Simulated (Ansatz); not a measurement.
# B on Ir(111): change of the work function, part 2 of 2

How does B on the fcc site change the work function of Ir(111) as the layer fills?

Ansatz 0.2.0; plane-wave DFT, LDA, Ansatz PAW.

So far, work function, upper face (eV): step 2 (the clean slab) 5.81; step 3 (17 atoms, coverage 0.25 ML, cell 2x2) 5.66; step 4 (18 atoms, coverage 0.5 ML, cell 2x2) 5.34.

**5. The covered slab, k-mesh 13×13×1, coverage 1 ML**

System of this step: BIr4 (B/Ir(111)). The cell holds 5 atoms: 4 Ir and 1 B. Its edges and angles: a = 2.715 Å, b = 2.715 Å, c = 26.137 Å, α = 90.0°, β = 90.0°, γ = 60.0°. Vacuum lies along c.

input.yaml

```yaml
crystal:
  lattice:
    - [2.7152900398, 0.0, 0.0]
    - [1.3576450199, 2.3515101531, 0.0]
    - [0.0, 0.0, 26.1365840189]
  atoms:
    - { symbol: Ir, position: [0.0, 0.0, 0.3443449226] }
    - { symbol: Ir, position: [0.3333333333, 0.3333333333, 0.429169513] }
    - { symbol: Ir, position: [0.6666666667, 0.6666666667, 0.5116639342] }
    - { symbol: Ir, position: [0.0, 0.0, 0.5939036925] }
    - { symbol: B, position: [0.3333333333, 0.3333333333, 0.6556550774] }
kpoints:
  mp_grid: { grid: [13, 13, 1] }
hamiltonian:
  xc: lda
scf:
  occupations: { method: fermi_dirac, width: 0.1 }
  convergence: { dr2_threshold: 1.0e-08 }
efield:
  axis: 3
  dipole_correction: true
  ramp_position: 0.97
  ramp_width: 0.06
relax:
  f_tol: 0.02
  max_steps: 60
  constraints: [{ sites: [0, 1] }]
output:
  bader: true
  write_potential: true
  write_density: true
  volumetric_format: npy
```

Launch:

```console
$ ansatz run input.yaml --threads 4 --pin off --max-ram 12288MiB --backend cpu --events-out ev --progress --plain --runs-dir out
```

It took 40 s on 4 threads of Intel Xeon Platinum 8259CL at 2.50GHz (Skylake/Cascade Lake), shared host; peak memory 0.52 GiB; 2.5 min of CPU time.

Step by step:

| step | energy less that of the first step (eV) | largest force component (eV/Å) |
| --- | --- | --- |
| 1 | 0.0000 | 3.5245 |
| 2 | -0.4180 | 1.5037 |
| 3 | -0.5337 | 0.8445 |
| 4 | -0.5578 | 0.1696 |
| 5 | -0.5588 | 0.0152 |

The run keeps the 6 symmetry operations that it works with, so distortions that break them were not tested.

The atoms that moved most (Å):

| atom | dx | dy | dz | length |
| --- | --- | --- | --- | --- |
| Ir4 | 0.000 | 0.000 | 0.205 | 0.205 |
| B5 | 0.000 | 0.000 | -0.139 | 0.139 |
| Ir3 | 0.000 | 0.000 | -0.016 | 0.016 |

Final coordinates:

```xyz
5
Lattice="2.7153 0.0000 0.0000 1.3576 2.3515 0.0000 0.0000 0.0000 26.1366" Properties=species:S:1:pos:R:3
Ir    0.0000    0.0000    9.0000
Ir    1.3576    0.7838   11.2170
Ir    2.7153    1.5677   13.3568
Ir    0.0000    0.0000   15.7276
B     1.3576    0.7838   16.9980
```

The relaxation took 5 steps and lowered the energy by 0.56 eV; the largest force on the free atoms ends at 0.015 eV/Å.

The covered face has 4.50 eV, -1.32 eV against the clean one; the bare back face has moved by -0.07 eV, a measure of how thin the slab is.

**6. Work function against coverage**

This step: plane-wave DFT, LDA, Ansatz PAW; work function against coverage (Ansatz 0.2.0).

The runs are now put side by side.

This step gave:

```
work function of the clean face     : 5.814 eV
largest change of the work function : -1.318 eV
```

Work function of the covered face against coverage:

| coverage (adsorbates/nm²) | work function of the covered face (eV) |
| --- | --- |
| 0.00 | 5.81 |
| 3.92 | 5.66 |
| 7.83 | 5.34 |
| 15.66 | 4.50 |

The dipole per adsorbate comes from the change of the cell's dipole. Coverage, by row:

| coverage (1/nm²) | coverage (ML) | work function (eV) | change (eV) | dipole per adsorbate, positive end outwards (debye) | mean height of the added atoms over the highest substrate atom (Å) |
| --- | --- | --- | --- | --- | --- |
| 3.915 | 0.25 | 5.662 | -0.1522 | 0.094 | 1.167 |
| 7.831 | 0.5 | 5.342 | -0.4723 | 0.149 | 1.132 |
| 15.66 | 1 | 4.496 | -1.318 | 0.212 | 1.27 |

**7. The slab at 0.25 ML, atoms frozen**

This step: plane-wave DFT, LDA, Ansatz PAW (Ansatz 0.2.0).

System of this step: BIr16 (B/Ir(111)). The cell holds 17 atoms: 16 Ir and 1 B. Cell: a = 5.431 Å, b = 5.431 Å, c = 26.137 Å, α = 90.0°, β = 90.0°, γ = 60.0°. Vacuum lies along c.

To see where the charge goes, the covered slab, the bare substrate and the adsorbate layer are each run at the same frozen positions and on the same grid.

input.yaml

```yaml
crystal:
  lattice:
    - [5.4305800796, 0.0, 0.0]
    - [2.7152900398, 4.7030203062, 0.0]
    - [0.0, 0.0, 26.1365840189]
  atoms:
    - { symbol: Ir, position: [0.0, 0.0, 0.3443449226] }
    - { symbol: Ir, position: [0.1666666667, 0.1666666667, 0.429169513] }
    - { symbol: Ir, position: [0.333386301, 0.333386301, 0.5121027491] }
    - { symbol: Ir, position: [-0.0064154919, -0.0064154919, 0.5968127447] }
    - { symbol: Ir, position: [0.0, 0.5, 0.3443449226] }
    - { symbol: Ir, position: [0.1666666667, 0.6666666667, 0.429169513] }
    - { symbol: Ir, position: [0.333386301, 0.8332273979, 0.5121027491] }
    - { symbol: Ir, position: [-0.0064154919, 0.5128309838, 0.5968127447] }
    - { symbol: Ir, position: [0.5, 0.0, 0.3443449226] }
    - { symbol: Ir, position: [0.6666666667, 0.1666666667, 0.429169513] }
    - { symbol: Ir, position: [0.8332273979, 0.333386301, 0.5121027491] }
    - { symbol: Ir, position: [0.5128309838, -0.0064154919, 0.5968127447] }
    - { symbol: Ir, position: [0.5, 0.5, 0.3443449226] }
    - { symbol: Ir, position: [0.6666666667, 0.6666666667, 0.429169513] }
    - { symbol: Ir, position: [0.8333333333, 0.8333333333, 0.5098059596] }
    - { symbol: Ir, position: [0.5, 0.5, 0.5940686182] }
    - { symbol: B, position: [0.1666666667, 0.1666666667, 0.6414784804] }
kpoints:
  mp_grid: { grid: [7, 7, 1] }
hamiltonian:
  xc: lda
scf:
  occupations: { method: fermi_dirac, width: 0.1 }
  convergence: { dr2_threshold: 1.0e-08 }
efield:
  axis: 3
  dipole_correction: true
  ramp_position: 0.97
  ramp_width: 0.06
output:
  write_potential: true
  write_density: true
  volumetric_format: npy
```

Wall time 36 s (4 threads); peak memory 2.5 GiB; 2.2 min of CPU time.

Numbers from this step:

```
energy at zero smearing        : -186754.7610 eV
work function, upper face      : 5.662 eV
work function, lower face      : 5.842 eV
dipole along the normal        : 0.02532 e·Å
step between the vacuum levels : -0.1794 eV
```

The work function of the upper face is 5.66 eV.

**8. The substrate of the 0.25 ML cell alone**

System of this step: B/Ir(111), substrate alone, atoms held. The cell holds 16 atoms: 16 Ir. Cell: a = 5.431 Å, b = 5.431 Å, c = 26.137 Å, α = 90.0°, β = 90.0°, γ = 60.0°. Vacuum lies along c.

The second part, atoms unmoved.

Changes to input.yaml since step 7:

```diff
@@ -22,3 +22,2 @@
     - { symbol: Ir, position: [0.5, 0.5, 0.5940686182] }
-    - { symbol: B, position: [0.1666666667, 0.1666666667, 0.6414784804] }
 kpoints:
```

Wall time 33 s (4 threads); peak memory 2.5 GiB; 2 min of CPU time.

This step gave:

- energy at zero smearing: -186604.9061 eV
- work function, upper face: 5.859 eV
- dipole along the normal: 5.18e-6 e·Å

The work function of the upper face is 5.86 eV.

**9. The adsorbate layer of the 0.25 ML cell alone**

System of this step: B/Ir(111), adsorbate layer alone, atoms held. The cell holds 1 atom: 1 B. Cell: a = 5.431 Å, b = 5.431 Å, c = 26.137 Å, α = 90.0°, β = 90.0°, γ = 60.0°. Vacuum lies along c.

The third part; a free layer of atoms may carry a moment, so spin is on.

input.yaml, the sections that differ from step 8:

```yaml
crystal:
  lattice:
    - [5.4305800796, 0.0, 0.0]
    - [2.7152900398, 4.7030203062, 0.0]
    - [0.0, 0.0, 26.1365840189]
  atoms:
    - { symbol: B, position: [0.1666666667, 0.1666666667, 0.6414784804], spin: 1.0 }
magnetization:
  spin_polarized: true
# kpoints, hamiltonian, scf, efield, output: as in step 8
```

It took 5.6 s on 4 threads; peak memory 0.73 GiB.

Numbers from this step:

| Quantity | Value |
| --- | --- |
| energy at zero smearing | -142.7312 eV |
| total moment | 0.9996 μB |
| site moments | 0.9461 μB |
| work function, upper face | 4.260 eV |
| dipole along the normal | 5.21e-7 e·Å |

Site moment by atom:

| atom | site moment (μB) |
| --- | --- |
| B1 | 0.946 |

The free layer carries a moment of 1.0 μB a cell.

**10. Density difference at 0.25 ML**

This step: plane-wave DFT, LDA, Ansatz PAW; density difference on adsorption (Ansatz 0.2.0).

The densities of the parts are taken from that of the whole and averaged over planes; the first moment of what is left gives the step in the potential.

Numbers from this step:

```yaml
largest_charge_moved: -0.004963 e/Å²
potential_step_from_the_moved_charge: -0.1789 eV
```

The electron density difference oscillates, so the rows of the table below give means over windows of 1 Å about each position, cut where the curve ends. Its maxima inside the range that stand out by 2 % of the span (Å: e/Å³): 8.9: 1.7e-4, 11.3: 4.8e-4, 12.9: 0.00159, 13.8: 0.00413, 15.1: -0.00229, 16.6: 0.0166. Its minima: 9.7: -4.6e-4, 12.1: -8.7e-4, 13.4: -0.00210, 14.7: -0.00510, 15.5: -0.00447, 17.4: -0.00526.

Planar mean, whole system less its parts. The electron density difference by z; means over each step:

z (Å), electron density difference (e/Å³) and a bar from the least value:
```
        5     0.0000 ##############
        6     0.0000 ##############
        7     0.0000 ##############
        8    -0.0001 ##############
        9     0.0001 ##############
       10    -0.0001 ##############
       11     0.0002 ###############
       12    -0.0004 ############
       13     0.0001 ##############
       14     0.0013 ###################
       15    -0.0038 
       16     0.0016 ####################
       17     0.0044 ##############################
       18    -0.0028 ####
       19    -0.0004 #############
       20     0.0000 ##############
       21     0.0000 ##############
       22     0.0000 ##############
```

Planar mean, whole system less its parts. Table of electrons moved below z by z:

| z (Å) | electrons moved below z (e/Å²) |
| --- | --- |
| 5 | 3.0e-7 |
| 6 | 3.3e-6 |
| 7 | 2.6e-5 |
| 8 | 3.2e-5 |
| 9 | -3.7e-6 |
| 10 | -1.8e-4 |
| 11 | -1.0e-5 |
| 12 | -7.0e-5 |
| 13 | 2.4e-4 |
| 14 | 0.00141 |
| 15 | -0.00135 |
| 16 | -0.00495 |
| 17 | 0.00478 |
| 18 | 0.00109 |
| 19 | 1.3e-4 |
| 20 | 1.5e-5 |
| 21 | 1.8e-6 |
| 22 | 3.4e-7 |

**11. Varying the input**

This step: plane-wave DFT, LDA, Ansatz PAW (Ansatz 0.2.0).

System of this step: BIr4 (B/Ir(111)). The cell holds 5 atoms: 4 Ir and 1 B. Its edges and angles: a = 2.715 Å, b = 2.715 Å, c = 26.137 Å, α = 90.0°, β = 90.0°, γ = 60.0°. Vacuum lies along c.

A run with a changed input: it repeats the earlier run at 1 ML with basis.xc_grid to 2, scf.occupations.width from 0.1 removed and scf.occupations.method from fermi_dirac to tetrahedron_uncorrected.

input.yaml

```yaml
crystal:
  lattice:
    - [2.7152900398, 0.0, 0.0]
    - [1.3576450199, 2.3515101531, 0.0]
    - [0.0, 0.0, 26.1365840189]
  atoms:
    - { symbol: Ir, position: [0.0, 0.0, 0.3443449226] }
    - { symbol: Ir, position: [0.3333333333, 0.3333333333, 0.429169513] }
    - { symbol: Ir, position: [0.6666666667, 0.6666666667, 0.5116639342] }
    - { symbol: Ir, position: [0.0, 0.0, 0.5939036925] }
    - { symbol: B, position: [0.3333333333, 0.3333333333, 0.6556550774] }
kpoints:
  mp_grid: { grid: [13, 13, 1] }
hamiltonian:
  xc: lda
scf:
  occupations: { method: tetrahedron_uncorrected }
  convergence: { dr2_threshold: 1.0e-08 }
efield:
  axis: 3
  dipole_correction: true
  ramp_position: 0.97
  ramp_width: 0.06
relax:
  f_tol: 0.02
  max_steps: 60
  constraints: [{ sites: [0, 1] }]
output:
  bader: true
  write_potential: true
  write_density: true
  volumetric_format: npy
basis:
  xc_grid: 2
```

It took 41 s on 4 threads; peak memory 0.51 GiB.

Step by step:

| step | energy less that of the first step (eV) | largest force component (eV/Å) |
| --- | --- | --- |
| 1 | 0.0000 | 3.5300 |
| 2 | -0.4271 | 1.5566 |
| 3 | -0.5490 | 0.8969 |
| 4 | -0.5748 | 0.1860 |
| 5 | -0.5759 | 0.0068 |

The run keeps the 6 symmetry operations that it works with, so distortions that break them were not tested.

The atoms that moved most (Å):

| atom | dx | dy | dz | length |
| --- | --- | --- | --- | --- |
| Ir4 | 0.000 | 0.000 | 0.201 | 0.201 |
| B5 | 0.000 | 0.000 | -0.150 | 0.150 |
| Ir3 | 0.000 | 0.000 | -0.020 | 0.020 |

The relaxed structure:

```xyz
5
Lattice="2.7153 0.0000 0.0000 1.3576 2.3515 0.0000 0.0000 0.0000 26.1366" Properties=species:S:1:pos:R:3
Ir    0.0000    0.0000    9.0000
Ir    1.3576    0.7838   11.2170
Ir    2.7153    1.5677   13.3533
Ir    0.0000    0.0000   15.7232
B     1.3576    0.7838   16.9864
```

This step gave:

| Property | Result |
| --- | --- |
| work function, upper face | 4.434 eV |
| work function, lower face | 5.785 eV |
| dipole along the normal | 0.04770 e·Å |
| step between the vacuum levels | -1.352 eV |

| quantity | this run | earlier run | difference |
| --- | --- | --- | --- |
| work function, upper face (eV) | 4.434 | 4.496 | -0.063 |
| work function, lower face (eV) | 5.785 | 5.789 | -0.0034 |
| dipole along the normal (e·Å) | 0.04770 | 0.04561 | 0.0021 |

What moves beyond 0.01 in its unit (for the dipole 0.5 % and 5e-5 e·Å): dipole along the normal (+0.00209 e·Å) and work function, upper face (-0.0626 eV).

**12. Varying the input**

System of this step: Ir(111). The cell holds 4 atoms: 4 Ir. Its edges and angles: a = 2.715 Å, b = 2.715 Å, c = 24.651 Å, α = 90.0°, β = 90.0°, γ = 60.0°. Vacuum lies along c.

Another changed input: it repeats the earlier run at 0 ML with scf.convergence.dr2_threshold from 1e-08 to 1e-06 and scf.algorithm to direct_min.

input.yaml, the sections that differ from step 11:

```yaml
crystal:
  lattice:
    - [2.7152900398, 0.0, 0.0]
    - [1.3576450199, 2.3515101531, 0.0]
    - [0.0, 0.0, 24.6510751011]
  atoms:
    - { symbol: Ir, position: [0.0, 0.0, 0.3650956383] }
    - { symbol: Ir, position: [0.3333333333, 0.3333333333, 0.4550318794] }
    - { symbol: Ir, position: [0.6666666667, 0.6666666667, 0.5449681206] }
    - { symbol: Ir, position: [0.0, 0.0, 0.6349043617] }
scf:
  occupations: { method: fermi_dirac, width: 0.1 }
  convergence: { dr2_threshold: 1.0e-06 }
  algorithm: direct_min
output:
  write_potential: true
  write_density: true
  volumetric_format: npy
# kpoints, hamiltonian, efield, relax: as in step 11
# basis: removed
```

Run time: 44 s. Hardware: 4 threads; peak memory 0.71 GiB.

The steps of the relaxation:

| step | energy less that of the first step (eV) | largest force component (eV/Å) |
| --- | --- | --- |
| 1 | 0.0000 | 0.8188 |
| 2 | -0.0304 | 0.7667 |
| 3 | -0.0522 | 0.1059 |
| 4 | -0.0525 | 0.0143 |

Forces are held to the 6 operations that the run works with; a distortion that breaks them can't arise in this run.

The atoms that moved most (Å):

| atom | dx | dy | dz | length |
| --- | --- | --- | --- | --- |
| Ir4 | 0.000 | 0.000 | -0.128 | 0.128 |
| Ir3 | 0.000 | 0.000 | -0.061 | 0.061 |

Final coordinates:

```xyz
4
Lattice="2.7153 0.0000 0.0000 1.3576 2.3515 0.0000 0.0000 0.0000 24.6511" Properties=species:S:1:pos:R:3
Ir    0.0000    0.0000    9.0000
Ir    1.3576    0.7838   11.2170
Ir    2.7153    1.5677   13.3732
Ir    0.0000    0.0000   15.5226
```

Numbers from this step:

```
energy at zero smearing        : -46651.2664 eV
work function, upper face      : 5.814 eV
work function, lower face      : 5.857 eV
dipole along the normal        : 0.001519 e·Å
step between the vacuum levels : -0.04304 eV
```

| quantity | this run | earlier run | difference |
| --- | --- | --- | --- |
| work function, upper face (eV) | 5.814 | 5.814 | -8.0e-4 |
| work function, lower face (eV) | 5.857 | 5.856 | 7.7e-4 |
| dipole along the normal (e·Å) | 0.001519 | 0.001463 | 5.5e-5 |

What moves beyond 0.01 in its unit (for the dipole 0.5 % and 5e-5 e·Å): dipole along the normal (+5.52e-05 e·Å).

**13. Summary of results**

```yaml
work_function_of_the_clean_face: 5.81 eV
work_function_at_0p25_ml: 5.66 eV
work_function_at_0p5_ml: 5.34 eV
work_function_at_1_ml: 4.50 eV
dipole_per_adsorbate_at_0p25_ml_positive_end_outwards: 0.09 D
step_of_the_potential_from_the_moved_charge_at_0p25_ml_upper_less_lower_side_atoms_held: -0.179 eV
```

**Reading.** B lowers the work function of Ir(111) at the lowest coverage, by 0.15 eV: the adsorbate layer has its positive end outwards. The slab has 4 layers, at the tabulated experimental lattice constant, one starting site was run, and quantum-size effects of a slab this thin can reach one or two tenths of an eV.

[Logs are printed without paths, hosts, clocks, repeated set-up lines and the standing remarks that a program may print on its own settings, such as how far it seeks lower states.]

[Hosts, paths, dates, database ids (printed as entryN), source tags and the programs' standing remarks are cut or masked in the printed files.]

[Maps of the electrostatic potential energy from Ansatz leave out the sawtooth potential of an applied field or a dipole correction, so their vacuum need not be flat; planar profiles and work functions include it.]
